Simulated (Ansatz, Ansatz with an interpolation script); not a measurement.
# Ga2O3 (C2/m): quasiparticle bands by Wannier interpolation, part 2 of 3

G0W0 gives levels on a mesh alone; what do the bands of Ga2O3 (C2/m) look like between the points?

Ansatz 0.2.0; LDA, Wannier functions and G0W0, plane waves, PAW. Known limits of the many-body steps: not at the basis limit; no spin-orbit coupling; coarse k mesh.

So far. Step 2 (LDA bands): The gap is indirect, with the least direct gap 0.03 eV higher.

### Step 3. Wannier functions (Ga:4s Ga:4p O:2p) on 8×8×4

Localised functions give a small Hamiltonian that interpolates between mesh points at no cost.

This step: maximally localised Wannier functions, LDA, plane waves, PAW; PAW set soft_1.

The input, input.yaml:

```yaml
crystal:
  lattice:
    - [6.107, -1.51855, 0.0]
    - [6.107, 1.51855, 0.0]
    - [-1.3859889, 0.0, 5.63000874]
  atoms:
    - { symbol: Ga, position: [0.0905, 0.0905, 0.7946] }
    - { symbol: Ga, position: [0.9095, 0.9095, 0.2054] }
    - { symbol: Ga, position: [0.65866, 0.65866, 0.31402] }
    - { symbol: Ga, position: [0.34134, 0.34134, 0.68598] }
    - { symbol: O, position: [0.1645, 0.1645, 0.1098] }
    - { symbol: O, position: [0.8355, 0.8355, 0.8902] }
    - { symbol: O, position: [0.1733, 0.1733, 0.5632] }
    - { symbol: O, position: [0.8267, 0.8267, 0.4368] }
    - { symbol: O, position: [0.4959, 0.4959, 0.2566] }
    - { symbol: O, position: [0.5041, 0.5041, 0.7434] }
kpoints:
  mp_grid: { grid: [4, 4, 2] }
hamiltonian:
  xc: lda
  pseudopotentials: { kind: paw, azcp: { folder: soft_1 }, xc_functional: pbe }
scf:
  occupations: { method: fixed }
  n_extra_bands: 55
output:
  wannier:
    kmesh: [8, 8, 4]
    projections:
      - { species: Ga, l: s, shell: 4 }
      - { species: Ga, l: p, shell: 4 }
      - { species: O, l: p, shell: 2 }
    minimise: true
    write_hr: true
    seedname: w
    conv_tol: 1.0e-06
    max_iter: 20000
    stability_check: false
    disentanglement:
      window: [0.52, 24.54]
      frozen_window: [0.52, 14.13]
      conv_tol: 1.0e-08
```

Started as:

```console
ansatz run input.yaml --threads 3 --pin off --max-ram 92160MiB --backend cuda --events-out ev --progress --plain --runs-dir out --devices 1 --max-vram 13GiB
```

Numbers of over 12 decimals in the logs are rounded to 6 here.

What it wrote:

```text
[...]
GPUs: using 1 of 1 available (devices: 1).
[...]
GPU FFT provider: cuFFT
GPU libraries: cuBLAS 13.8.2, cuFFT 12.4.0, cuSOLVER 12.3.4
Crystal: 10 atoms, lattice volume = 104.423 Å³
Basis set: ecut = 420 eV, 2037 PW (Γ), FFT grids on a1−a2, a2, a3
Bands: 99, of which v1, the nominal top of the filled ones, is band 44 counted from 1 (43 counted from 0)
Symmetry: 4 space group operations
[...]
k-points: 14 of 32
[...]
GPU buffer pool allocated for 43200 grid points (all kernels)
[...]
SCF iter   1: F=—  HF=-18166.237449 eV  |F-HF|=—  |Δ(HF+E_count)|=         —  Δρ=1.15e-1  dr2=6.43e0  ethr=3.10e-3  ⟨swp⟩=4.9  Hψ=4542  notcnv=0  defer=733
[...]
SCF iter  10: F=-18163.879891 eV  HF=-18163.879891 eV  |F-HF|=3.19e-9  |Δ(HF+E_count)|=   1.81e-7  Δρ=3.48e-6  dr2=7.67e-9  ethr=1.14e-10  ⟨swp⟩=12.9  Hψ=10519  notcnv=0
SCF 1 converged in 10 iterations: F = -18163.879891 eV  dr2 = 7.67e-9
[...]
NSCF: frozen V_eff on 14 k-points
the band table was solved once the SCF had ended and its energy, with any forces and stress, was formed, with the checks that follow a solve (4956 applications of the Hamiltonian). They found nothing against the state; the energy, forces and stress were not computed again (output.eigenvalues in the input reference)
[...]
the Wannier pass solved 80 of the 256 points of its mesh, and has the states at the others by symmetry: states obtained by the crystal's operations at points that were solved too leave a residual of 2.64e-13 eV (read by the count's bands and the next), within 1.67e-5 eV
SCF converged after 10 iterations
Free energy (F): -18163.879891 eV
[...]
Internal energy: -18163.879891 eV  (E = F + TS)
E sigma→0 (E₀):  -18163.879891 eV
Fermi energy:    7.799351 eV
[...]
--- Band table (eV; the first three rows and the last of 14) ---
  k-point 0: bands = [... 40 lower, 7.1371, 7.3205, 7.5129, 7.7838, 10.1338, 13.3619, 14.3482, 14.4200, ... 51 higher]
  k-point 1: bands = [... 40 lower, 7.1343, 7.1667, 7.2931, 7.4994, 12.4936, 12.6107, 14.4007, 14.8514, ... 51 higher]
  k-point 2: bands = [... 40 lower, 6.7333, 7.0498, 7.2712, 7.7601, 12.4522, 13.9540, 14.6110, 15.6281, ... 51 higher]
  k-point 13: bands = [... 40 lower, 7.1496, 7.1868, 7.1986, 7.7994, 12.8983, 13.0136, 13.9472, 14.2105, ... 51 higher]
Wannier search: line search 1 of at most 20000: gauge-dependent spread (as the search counts it) 14.1488509 Å², largest recent change 1.9e0 Å² against conv_tol 1.0e-6 Å², 0 stops escaped
[...]
```

It took 29 s on 1 × NVIDIA H100 80GB HBM3 (shared by 6 runs) with 3 threads of AMD EPYC 7R13 (Zen 3), shared host; peak memory 1.5 GiB; 26 s of CPU time.

Numbers from this step:

- gauge-invariant spread: 38.93 Å²
- diagonal spread: 0.09636 Å²
- off-diagonal spread: 5.668 Å²
- total spread: 44.70 Å²
- least projectability: 0.3174
- localisation steps: 163
- disentanglement steps: 336
- r.m.s. interpolation error: 6.13e-4 eV
- r.m.s. error near the gap: 7.24e-4 eV

Near the gap the model misses directly solved bands by 0.7 meV r.m.s. and by 13 meV at most in the window tested. This tests the starting bands, not the corrections carried with them.

Wannier functions, by row:

```
function   x (Å)  y (Å)  z (Å)  spread (Å²)  nearest atom  distance (Å)
       1  -0.729      0  5.037        1.775           Ga1         0.924
       2   11.56      0  0.593        1.775           Ga2         0.924
       3   7.283      0  2.365        1.681           Ga3          0.68
       4   3.545      0  3.265        1.681           Ga4          0.68
       5  -0.266      0  3.596        1.718           Ga1         0.918
       6    0.71      0  4.632        1.821           Ga1         0.724
       7   0.427      0  4.576        2.615           Ga1         0.435
       8   11.09      0  2.034        1.718           Ga2         0.918
       9   10.12      0  0.998        1.821           Ga2         0.724
      10    10.4      0  1.054        2.615           Ga2         0.435
      11   7.229      0  1.042         1.81           Ga3          0.82
      12   8.303      0  1.546        1.819           Ga3         0.728
      13   7.391      0  1.796        2.575           Ga3          0.22
      14   3.599      0  4.588         1.81           Ga4          0.82
      15   2.525      0  4.084        1.819           Ga4         0.728
      16   3.437      0  3.835        2.575           Ga4          0.22
      17   1.828      0    0.6        0.802            O5         0.035
      18   1.902      0  0.621         0.68            O5         0.045
      19   1.843      0  0.623        0.677            O5         0.014
      20       9      0   5.03        0.802            O6         0.035
      21   8.926      0  5.009         0.68            O6         0.045
      22   8.985      0  5.007        0.677            O6         0.014
      23   1.323      0  3.167         0.73            O7         0.014
      24   1.342      0  3.183        0.751            O7         0.014
      25   1.346      0  3.181        0.683            O7         0.014
      26   9.505      0  2.463         0.73            O8         0.014
      27   9.486      0  2.447        0.751            O8         0.014
      28   9.482      0  2.449        0.683            O8         0.014
      29   5.698      0   1.46        0.687            O9         0.016
      30   5.715      0  1.437        0.764            O9         0.016
      31   5.664      0  1.432        0.761            O9         0.039
      32    5.13      0   4.17        0.687           O10         0.016
      33   5.113      0  4.193        0.764           O10         0.016
      34   5.164      0  4.198        0.761           O10         0.039
```

Frozen up to 6.32 eV; above it the model need not follow the bands. Electronic bands along the path, in eV, zero at the valence-band top:

```
     point  band 41  band 42  band 43  band 44  band 45  band 46  band 47  band 48
         Γ    -0.68    -0.49    -0.30    -0.03     2.32     5.55     6.56     6.68
   halfway    -1.10    -0.73    -0.64    -0.05     4.79     6.18     6.92     7.77
         C    -0.88    -0.78    -0.50    -0.13     5.59     6.32     6.86     6.98
jump to C2    -0.88    -0.78    -0.50    -0.13     5.59     6.32     6.86     6.98
   halfway    -0.87    -0.61    -0.48    -0.11     5.25     5.34     6.57     7.21
        Y2    -0.69    -0.69    -0.44    -0.17     4.46     4.72     5.61     6.47
   halfway    -0.71    -0.68    -0.60    -0.09     3.18     5.36     6.09     6.60
         Γ    -0.68    -0.49    -0.30    -0.03     2.32     5.55     6.56     6.68
   halfway    -0.71    -0.63    -0.55    -0.09     3.54     5.52     6.36     6.65
        M2    -0.67    -0.63    -0.62    -0.02     5.08     5.20     6.13     6.44
   halfway    -0.91    -0.85    -0.67    -0.14     6.18     6.26     7.03     7.30
         D    -1.17    -0.92    -0.89    -0.65     6.83     6.93     7.53     7.92
jump to D2    -1.17    -0.92    -0.89    -0.65     6.83     6.93     7.53     7.92
   halfway    -1.13    -0.85    -0.43    -0.42     5.74     5.88     7.77     8.05
         A    -0.68    -0.65    -0.52    -0.32     4.68     4.80     6.61     7.23
   halfway    -0.66    -0.59    -0.49    -0.28     3.25     5.73     6.39     6.80
         Γ    -0.68    -0.49    -0.30    -0.03     2.32     5.55     6.56     6.68
jump to L2    -1.15    -1.08    -0.77    -0.67     6.82     6.84     7.72     7.87
   halfway    -1.06    -0.86    -0.44    -0.31     5.04     6.35     7.23     7.84
         Γ    -0.68    -0.49    -0.30    -0.03     2.32     5.55     6.56     6.68
   halfway    -1.08    -0.77    -0.54    -0.05     4.64     6.14     6.83     7.86
        V2    -0.79    -0.75    -0.48    -0.13     5.46     6.40     7.15     7.37
```

The same for Kohn-Sham, solved directly:

```
point  band 41  band 42  band 43  band 44  band 45  band 46  band 47  band 48
    Γ    -0.68    -0.49    -0.30    -0.03     2.32     5.55     6.53     6.61
    C    -0.87    -0.78    -0.50    -0.13     5.59     6.31     6.80     6.93
   C2    -0.87    -0.78    -0.50    -0.13     5.59     6.31     6.80     6.93
   Y2    -0.69    -0.69    -0.44    -0.17     4.46     4.72     5.61     6.44
    Γ    -0.68    -0.49    -0.30    -0.03     2.32     5.55     6.53     6.61
   M2    -0.67    -0.63    -0.62    -0.02     5.08     5.20     6.13     6.40
    D    -1.17    -0.92    -0.89    -0.65     6.76     6.83     7.50     7.90
   D2    -1.17    -0.92    -0.89    -0.65     6.76     6.83     7.50     7.90
    A    -0.68    -0.65    -0.52    -0.32     4.68     4.80     6.59     7.04
    Γ    -0.68    -0.49    -0.30    -0.03     2.32     5.55     6.53     6.61
   L2    -1.15    -1.08    -0.77    -0.67     6.74     6.77     7.67     7.86
    Γ    -0.68    -0.49    -0.30    -0.03     2.32     5.55     6.53     6.61
   V2    -0.79    -0.75    -0.48    -0.13     5.46     6.37     7.08     7.30
```

### Step 4. G0W0 at every point of the mesh: 4×4×2 mesh, 479 empty bands, screening to 160 eV, PAW set soft_1 files

G0W0 replaces the xc potential by the self-energy, built once from these orbitals. Only a window of levels is corrected, while the sums run over the empty bands that the input names.

This step: G0W0 on LDA, plane waves, PAW; PAW set soft_1.

input.yaml, the sections that differ from step 3:

```yaml
scf:
  occupations: { method: fixed }
gw:
  n_empty_bands: 479
  ecut_chi: 160.0
  qp_bands: [v18, c3]
  screening: { model: contour_deformation }
# crystal, kpoints, hamiltonian: as in step 3
# output: removed
```

What it wrote:

```text
GPUs: using 1 of 1 available (devices: 1).
[...]
GPU FFT provider: cuFFT
GPU libraries: cuBLAS 13.8.2, cuFFT 12.4.0, cuSOLVER 12.3.4
Crystal: 10 atoms, lattice volume = 104.423 Å³
Basis set: ecut = 420 eV, 2037 PW (Γ)
Bands: 54, of which v1, the nominal top of the filled ones, is band 44 counted from 1 (43 counted from 0)
Symmetry: 4 space group operations
[...]
k-points: 14 of 32
[...]
GPU buffer pool allocated for 81000 grid points (all kernels)
[...]
SCF iter   1: F=—  HF=-18166.237880 eV  |F-HF|=—  |Δ(HF+E_count)|=         —  Δρ=1.15e-1  dr2=6.42e0  ethr=3.10e-3  ⟨swp⟩=4.2  Hψ=2210  notcnv=0  defer=88
[...]
SCF iter   9: F=-18163.879893 eV  HF=-18163.879893 eV  |F-HF|=4.23e-8  |Δ(HF+E_count)|=   6.53e-7  Δρ=1.01e-5  dr2=9.08e-8  ethr=1.14e-10  ⟨swp⟩=8.9  Hψ=3317  notcnv=0
SCF 1 converged in 9 iterations: F = -18163.879893 eV  dr2 = 9.08e-8
[...]
G₀W₀ screening: q 1/14
[... further progress lines ...]
[...]
SCF converged after 9 iterations
Free energy (F): -18163.879893 eV
[...]
Internal energy: -18163.879893 eV  (E = F + TS)
E sigma→0 (E₀):  -18163.879893 eV
Fermi energy:    7.799375 eV
[...]
--- Band table (eV; the first three rows and the last of 14) ---
  k-point 0: bands = [... 40 lower, 7.1370, 7.3205, 7.5129, 7.7839, 10.1338, 13.3620, 14.3482, 14.4200, ... 6 higher]
  k-point 1: bands = [... 40 lower, 7.1344, 7.1666, 7.2931, 7.4994, 12.4936, 12.6107, 14.4007, 14.8514, ... 6 higher]
  k-point 2: bands = [... 40 lower, 6.7333, 7.0498, 7.2712, 7.7602, 12.4522, 13.9540, 14.6110, 15.6281, ... 6 higher]
  k-point 13: bands = [... 40 lower, 7.1496, 7.1868, 7.1986, 7.7994, 12.8984, 13.0136, 13.9472, 14.2105, ... 6 higher]
--- G₀W₀: contour deformation, 6 samples at zero and on the imaginary axis and 2 off it, 32 q-points, 479 empty bands' worth ---
  eigenvalues of the whole cell's RPA ε∞ on this k-mesh (on a slab, of 1 + 4πα/V) = 4.0858, 4.3043, 4.5781; static W/v taken at q = 0 is 0.222985
    ik  band        ε_KS         Σx   Σc(E_QP)       V_xc       Z   E_QP_lin       E_QP  E_QP is
     0    27      0.6729   -24.6909     5.2644   -18.4805  0.7112    -0.2735    -0.2731  root
     0    28      1.7803   -25.2614     5.1586   -19.1595  0.7108     0.8201     0.8370  root
     0    29      2.9932   -27.0114     4.9703   -20.9763  0.7382     1.9027     1.9284  root
     0    30      3.5517   -25.4183     5.1369   -19.2350  0.7339     2.4755     2.5054  root
     0    31      4.2102   -25.0464     5.1774   -18.8056  0.7329     3.1163     3.1469  root
     0    32      5.0784   -26.3815     4.5839   -20.8204  0.7581     4.0843     4.1013  root
     0    33      5.1831   -25.3526     4.7514   -19.7280  0.7466     4.2958     4.3099  root
     0    34      5.5461   -25.9380     4.5606   -20.5058  0.7546     4.6617     4.6745  root
     0    35      5.7861   -26.9961     4.6579   -21.4055  0.7578     4.8378     4.8535  root
     0    36      5.8592   -27.7476     4.4181   -22.3779  0.7685     4.8931     4.9076  root
     0    37      6.1263   -27.1191     4.5505   -21.6320  0.7601     5.1736     5.1898  root
     0    38      6.1787   -26.3318     4.6822   -20.7804  0.7547     5.2955     5.3095  root
     0    39      6.8094   -27.5283     4.3539   -22.3527  0.7642     5.9773     5.9876  root
     0    40      7.1130   -28.1594     4.5587   -22.7721  0.7618     6.2740     6.2845  root
[...]
13    43      7.1986   -27.2365     4.7136   -21.6715  0.7602     6.3359     6.3472  root
    13    44      7.7994   -27.0955     4.8462   -21.4057  0.7570     6.9445     6.9559  root
    13    45     12.8984   -13.3690    -4.1342   -18.8393  0.8058    14.2582    14.2344  root
    13    46     13.0136   -12.5037    -4.2121   -18.0308  0.8040    14.3525    14.3286  root
    13    47     13.9472   -12.7159    -4.5404   -18.6284  0.7998    15.3498    15.3194  root
```

Wall time 52 s (1 × NVIDIA H100 80GB HBM3 (shared by 6 runs) with 3 threads); peak memory 1.5 GiB; 77 s of CPU time.

This step gave:

```
bands summed                                 : 523
RPA ε∞ on this mesh (eigenvalues)            : 4.086, 4.304, 4.578
plane waves in the screening matrix          : 473
q-points in the mesh                         : 32
G0W0 gap on the mesh                         : 4.244 eV
k of the valence top                         : -0.5, -0.5, -0.5
k of the conduction bottom                   : 0, 0, 0
starting gap on the mesh                     : 2.334 eV
Z at the valence top                         : 0.7570
Z at the conduction bottom                   : 0.8228
least direct G0W0 gap on the computed points : 4.274 eV
```

The gap on the mesh goes from 2.33 eV to 4.24 eV, a correction of +1.91 eV. Between the two edge states, bare exchange in place of the xc potential would open the gap by 10.49 eV, and correlation takes back 8.58 eV.

(Continued in part 3 of 3.)

[Paths, hosts, dates, memory and timing lines, banners, echoed tables and standing remarks are left out of the program output.]

[Logs are printed without paths, hosts, clocks, repeated set-up lines and the standing remarks that a program may print on its own settings, such as how far it seeks lower states.]

[Runs of the session that timed out or met a known fault of the program may be left out.]

[Hosts, paths, dates, database ids (printed as entryN), source tags and the programs' standing remarks are cut or masked in the printed files.]
